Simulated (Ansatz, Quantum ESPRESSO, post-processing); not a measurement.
# Mg chain with one bond drawn out by 2.0 Å: ballistic transmission, part 4 of 4

Wanted: the transmission near the Fermi level and the conductance of this junction: Mg chain with one bond drawn out by 2.0 Å.

Quantum ESPRESSO 7.5; plane-wave DFT, PBE, GBRV ultrasoft pseudopotentials; cross-check by Ansatz 0.2.0 with PAW datasets.

So far. Step 2 (Self-consistent run): The run needed 15 iterations to bring the estimated error under 1e-07 Ry; the largest force on any atom, held or free, is 0.63 eV/Å. Step 3 (The open system): At no point does T exceed the number of channels.

### Step 5. Cross-check with Ansatz

As a check, the same structure is run in Ansatz.

Level of this step: plane-wave DFT, PBE, Ansatz PAW (Ansatz 0.2.0).

Contents of input.yaml:

```yaml
crystal:
  lattice:
    - [7.5, 0.0, 0.0]
    - [0.0, 7.5, 0.0]
    - [0.0, 0.0, 32.0]
  atoms:
    - { symbol: Mg, position: [0.5, 0.5, 0.0] }
    - { symbol: Mg, position: [0.5, 0.5, 0.09375] }
    - { symbol: Mg, position: [0.5, 0.5, 0.1875] }
    - { symbol: Mg, position: [0.5, 0.5, 0.28125] }
    - { symbol: Mg, position: [0.5, 0.5, 0.375] }
    - { symbol: Mg, position: [0.5, 0.5, 0.53125] }
    - { symbol: Mg, position: [0.5, 0.5, 0.625] }
    - { symbol: Mg, position: [0.5, 0.5, 0.71875] }
    - { symbol: Mg, position: [0.5, 0.5, 0.8125] }
    - { symbol: Mg, position: [0.5, 0.5, 0.90625] }
kpoints:
  mp_grid: { grid: [1, 1, 4] }
hamiltonian:
  xc: pbe
scf:
  occupations: { method: fermi_dirac, width: 0.1 }
  convergence: { dr2_threshold: 1.0e-08 }
output:
  transmission:
    leads: [[0, 1]]
    e_range: [-2.0, 2.0]
    de: 0.05
    kmesh: [1, 1]
    reduced_basis: true
  write_potential: true
  write_density: true
  volumetric_format: npy
```

Command:

```
> ansatz run input.yaml --threads 4 --pin off --max-ram 8192MiB --backend cpu --events-out ev --progress --plain --runs-dir out
```

Numbers of over 12 decimals in the logs are rounded to 6 here.

The program printed:

```text
Engine: ansatz 0.2.0, aarch64-unknown-linux-gnu
Pseudopotentials: kind: paw
Pseudopotential: Mg, paw, valence charge 10, recommended cutoff 420 eV (normal), Mg.paw.azcp
Functional definition: PBE
  parameter kappa = 0.804
  parameter beta = 0.066725
  exchange = pbe_x(kappa = kappa, mu = beta*pi^2/3)
  correlation = pbe_c(beta = beta)
Crystal: 10 atoms, lattice volume = 1800.000 Å³
Basis set: ecut = 420 eV, 35267 PW (Γ)
Bands: 60, of which v1, the nominal top of the filled ones, is band 50 counted from 1 (49 counted from 0)
Symmetry: 16 space group operations
Space group: P4/mmm (ITA 123), of the structure as read, at distance tolerance 1.2e-4 Å
k-points: 3 of 4
Non-local potential: Mg, projectors of the file, l = 0: 3, l = 1: 2, l = 2: 1
PAW form: soft (Blöchl's): semilocal exchange-correlation on the pseudo side does not see the compensation charge
PAW one-centre angular grid: Mg, 110 points (default); XC on 64 Gauss nodes
Initial density: superposition of atomic densities (neutral atoms: chi_scale 0, normalization atom), corrected by the library's trained network
Initial wavefunctions: pseudopotential atomic-orbital guess
Functional: x = pbe(κ = 0.804, μ = 0.219515), c = pbe(β = 0.066725)
SCF iter   1: F=—  HF=-19225.496716 eV  |F-HF|=—  |Δ(HF+E_count)|=         —  Δρ=1.78e-3  dr2=9.95e-1  ethr=1.77e-3  ⟨swp⟩=23.3  Hψ=1246  notcnv=0
preconditioner: auto → LDOS  [metal: Δε(μ)=0.098 eV  Ē_g=3.072 eV  σ=0.100 eV  W_gap=0.23  n_scr=132 (ndim 8)  ℏωp=3.9 eV  f_vac=0.608  D(μ)=5.07/eV (n_scr^D=6)  β→1.0]
SCF iter   2: F=—  HF=-19225.414371 eV  |F-HF|=—  |Δ(HF+E_count)|=   8.23e-2  Δρ=5.41e-4  dr2=5.60e-2  ethr=9.95e-4  ⟨swp⟩=6.3  Hψ=300  notcnv=0  defer=1
SCF iter   3: F=—  HF=-19225.418380 eV  |F-HF|=—  |Δ(HF+E_count)|=   4.01e-3  Δρ=1.63e-4  dr2=2.88e-3  ethr=5.60e-5  ⟨swp⟩=4.0  Hψ=263  notcnv=0
SCF iter   4: F=—  HF=-19225.418757 eV  |F-HF|=—  |Δ(HF+E_count)|=   3.76e-4  Δρ=8.88e-5  dr2=1.74e-4  ethr=2.88e-6  ⟨swp⟩=4.3  Hψ=298  notcnv=0
SCF iter   5: F=—  HF=-19225.418800 eV  |F-HF|=—  |Δ(HF+E_count)|=   4.36e-5  Δρ=2.96e-5  dr2=1.93e-5  ethr=1.74e-7  ⟨swp⟩=4.7  Hψ=374  notcnv=0
SCF iter   6: F=—  HF=-19225.418796 eV  |F-HF|=—  |Δ(HF+E_count)|=   4.07e-6  Δρ=4.14e-6  dr2=1.34e-6  ethr=1.93e-8  ⟨swp⟩=4.7  Hψ=363  notcnv=0
SCF iter   7: F=—  HF=-19225.418682 eV  |F-HF|=—  |Δ(HF+E_count)|=   1.14e-4  Δρ=1.35e-6  dr2=1.35e-7  ethr=1.34e-9  ⟨swp⟩=4.7  Hψ=333  notcnv=0
SCF iter   8: F=—  HF=-19225.418682 eV  |F-HF|=—  |Δ(HF+E_count)|=   2.71e-8  Δρ=2.95e-7  dr2=1.12e-8  ethr=1.35e-10  ⟨swp⟩=3.7  Hψ=312  notcnv=0
SCF iter   9: F=-19225.418682 eV  HF=-19225.418682 eV  |F-HF|=5.97e-10  |Δ(HF+E_count)|=   6.20e-7  Δρ=1.47e-7  dr2=9.10e-10  ethr=1.00e-11  ⟨swp⟩=35.7  Hψ=510  notcnv=0
SCF 1 converged in 9 iterations: F = -19225.418682 eV  dr2 = 9.10e-10
  greatest PAW one-centre occupation: 1.000 electrons in one spin orbital (limit 2), on the Mg atom at site 6 (counted from 0), in its partial waves of l = 0
transmission: 40 of 240 steps passed
transmission: 80 of 240 steps passed
[...]
transmission: 240 of 240 steps passed
WARN: The output density's exchange-correlation potential varies sharply where the density is thin. Do not read a vacuum level from v_tot or v_xc, or from such a field of the output density. On a cell that repeats whose density bears no net charge and no dipole along the vacuum's axis use v_es (v_loc + v_h of the components); under efield.dipole_correction with no amplitude use v_es + v_field, which holds any externa [...]
SCF converged after 9 iterations
Free energy (F): -19225.418682 eV
Harris-Foulkes:  -19225.418682 eV  (|F-HF|=5.97e-10)
Internal energy: -19225.147527 eV  (E = F + TS)
E sigma→0 (E₀):  -19225.283105 eV
Entropy (-TS):   -0.271156 eV (-27.116 meV/atom)
Fermi energy:    -1.271117 eV
--- Per-component energies (eV) ---
  E_band       = -4358.354955
  E_kinetic    = 729.538130
  E_local      = -25362.032047  (includes V_loc(G=0)·N_el)
  E_nonlocal   = 968.934308
  E_hartree    = 9972.420835
  E_xc         = -263.887455
  E_vxc        = -339.206541  (∫ρ·V_xc dr)
  E_paw        = -2933.719647  (= ΣΔE_a)
  E_vpaw       = -300.428848  (= ΣTr[D̂ρ^β])
  E_aug_tail   = -0.000028  (compensation charges beyond the density's cutoff)
  E_ewald      = -2336.401624
  E_smearing   = -0.271156  (= −TS)
  E_closure    = 0.000000  (closes the sum)
  Σ components = -19225.418682   (vs F -19225.418682, Δ=0.00e0)
--- Band table (eV) ---
  k-point 0: bands = [... 46 lower, -3.3360, -2.6907, -2.2234, -1.2357, -1.1267, -1.0000, -1.0000, -0.8900, ... 6 higher]
  k-point 1: bands = [... 46 lower, -3.2961, -2.7520, -2.1422, -1.4394, -0.9993, -0.9993, -0.9119, -0.8927, ... 6 higher]
  k-point 2: bands = [... 46 lower, -3.2540, -2.8097, -2.0545, -1.5671, -0.9985, -0.9985, -0.8954, -0.8954, ... 6 higher]
--- Transmission ---
  basis      : 497 plane waves across, 40 finite elements along
  points     : 1, standing for a mesh of 1 x 1
  energies   : 81 from -2.000000 to 2.000000 eV about the Fermi level, 0.050000 eV apart; the leads are filled to 0.000000 eV, and channels, transmission and decay are at 0.000000 eV
  crystal 0  : Mg1, at the sites [0, 1], period 3.0000 Å, over 30.00 Å; its Hamiltonian steps by up to 10.7 meV
    offset         : up to 0.0000 Å between an atom of the period and one for which it stands
    channels       : 0.000000e0 a spin
    conductance    : none, the energies end too early or step too widely for 300 K: set another output.transmission.e_range or a lower de, or, where they end at an eighth of basis.ecutwfc, a higher one
    slowest decay  : 0.0406 /Å at (0.0000, 0.0000)
  junction   : crystal 0 to crystal 0, -1.50 to 27.50 Å
    transmission   : 0.000000e0 a spin
    error estimate : 0.000000e0 a spin from the reduction of the transverse basis, at the most 1.204070e-4 at 2.000000 eV
    conductance    : none, the energies end too early or step too widely for 300 K: set another output.transmission.e_range or a lower de, or, where they end at an eighth of basis.ecutwfc, a higher one
```

It took 26 s on 4 threads of Arm Neoverse V2, shared host; peak memory 1.9 GiB.

Read from the output:

| Item | Value |
| --- | --- |
| free energy | -19225.4187 eV |
| energy at zero smearing | -19225.2831 eV |
| smearing term TS | 0.2712 eV |
| Fermi energy | -1.271 eV |
| symmetry operations | 16 |
| step of the lead's Hamiltonian over a period | 10.7 meV |

Per spin. The transmission by energy, zero at the Fermi level:

```csv
energy (eV),transmission
-2.00,0.0634
-1.85,0.0734
-1.70,0.0841
-1.60,0.0916
-1.45,0.104
-1.30,0.117
-1.15,0.131
-1.05,0.141
-0.90,0.158
-0.75,0.175
-0.60,0.193
-0.50,0.204
-0.40,0.209
-0.35,0.207
-0.20,0.128
-0.05,0
0.00,0
0.05,0
0.20,0
0.35,0.00526
0.50,0.0115
0.60,0.0186
0.75,0.173
0.90,0.279
1.05,0.367
1.15,0.423
1.30,0.505
1.45,0.590
1.60,0.679
1.70,0.753
1.85,0.852
2.00,0.966
```

Per spin. Open channels against energy, zero at the Fermi level:

| energy (eV) | open channels |
| --- | --- |
| -2.00 | 1 |
| -1.85 | 1 |
| -1.70 | 1 |
| -1.60 | 1 |
| -1.45 | 1 |
| -1.30 | 1 |
| -1.15 | 1 |
| -1.05 | 1 |
| -0.90 | 1 |
| -0.75 | 1 |
| -0.60 | 1 |
| -0.50 | 1 |
| -0.35 | 1 |
| -0.20 | 1 |
| -0.05 | 0 |
| 0.00 | 0 |
| 0.05 | 0 |
| 0.20 | 0 |
| 0.35 | 2 |
| 0.50 | 2 |
| 0.60 | 2 |
| 0.75 | 3 |
| 0.90 | 3 |
| 1.05 | 3 |
| 1.15 | 3 |
| 1.30 | 3 |
| 1.45 | 3 |
| 1.60 | 3 |
| 1.70 | 4 |
| 1.85 | 4 |
| 2.00 | 4 |

### Step 6. All levels side by side

All levels:

```
                   step  T at the Fermi level (per spin)  conductance (G0)  r.m.s. T(E) from the first  CPU time of the step (s)  peak memory (GiB)
                 Ansatz                                0                 -                           0                     96.86              1.887
                 pwcond                                0                 0                      0.0547                     599.5               0.44
pwcond, changed setting                                0                 0                      0.0516                     249.7               0.43
```

Per spin. Transmission against energy, zero at the Fermi level:

```
energy (eV)   Ansatz   pwcond  pwcond, changed setting
      -2.00   0.0634   0.0628                   0.0625
      -1.80   0.0769   0.0758                   0.0755
      -1.60   0.0916   0.0894                   0.0891
      -1.40    0.108    0.104                    0.104
      -1.20    0.126    0.120                    0.120
      -1.00    0.146    0.138                    0.137
      -0.90    0.158    0.146                    0.145
      -0.70    0.181    0.157                    0.158
      -0.50    0.204    0.148                    0.149
      -0.40    0.209    0.114                    0.118
      -0.30    0.199        0                   0.0109
      -0.10        0        0                        0
       0.00        0        0                        0
       0.10        0   9.4e-5                   6.9e-5
       0.30  0.00386  0.00317                  0.00311
       0.50   0.0115   0.0797                   0.0642
       0.70    0.129    0.232                    0.225
       0.90    0.279    0.333                    0.328
       1.00    0.339    0.385                    0.381
       1.20    0.450    0.474                    0.471
       1.40    0.561    0.581                    0.578
       1.60    0.679    0.699                    0.696
       1.80    0.818    0.832                    0.829
       2.00    0.966    0.992                    0.989
```

### Step 7. What came out

```yaml
conductance_by_pwcond_in_doubt: 0 G₀
conductance_by_ansatz: 0 G₀
```

In words: pwcond (PBE, GBRV ultrasoft) gives 0 G₀ and Ansatz (PAW) 0 G₀ a cell at the Fermi level; both codes find a gap in the lead at the Fermi level, so the value says nothing about the junction. No independent third code was run. In the second code the Fermi level lies in a gap of the lead, so a small shift of that gap decides the value. The geometry is as built, not relaxed, and the leads are short.

[Logs are printed without paths, hosts, clocks, repeated set-up lines and the standing remarks that a program may print on its own settings, such as how far it seeks lower states.]

[Hosts, paths, dates, database ids (printed as entryN), source tags and the programs' standing remarks are cut or masked in the printed files.]

[Maps of the electrostatic potential energy from Ansatz leave out the sawtooth potential of an applied field or a dipole correction, so their vacuum need not be flat; planar profiles and work functions include it.]
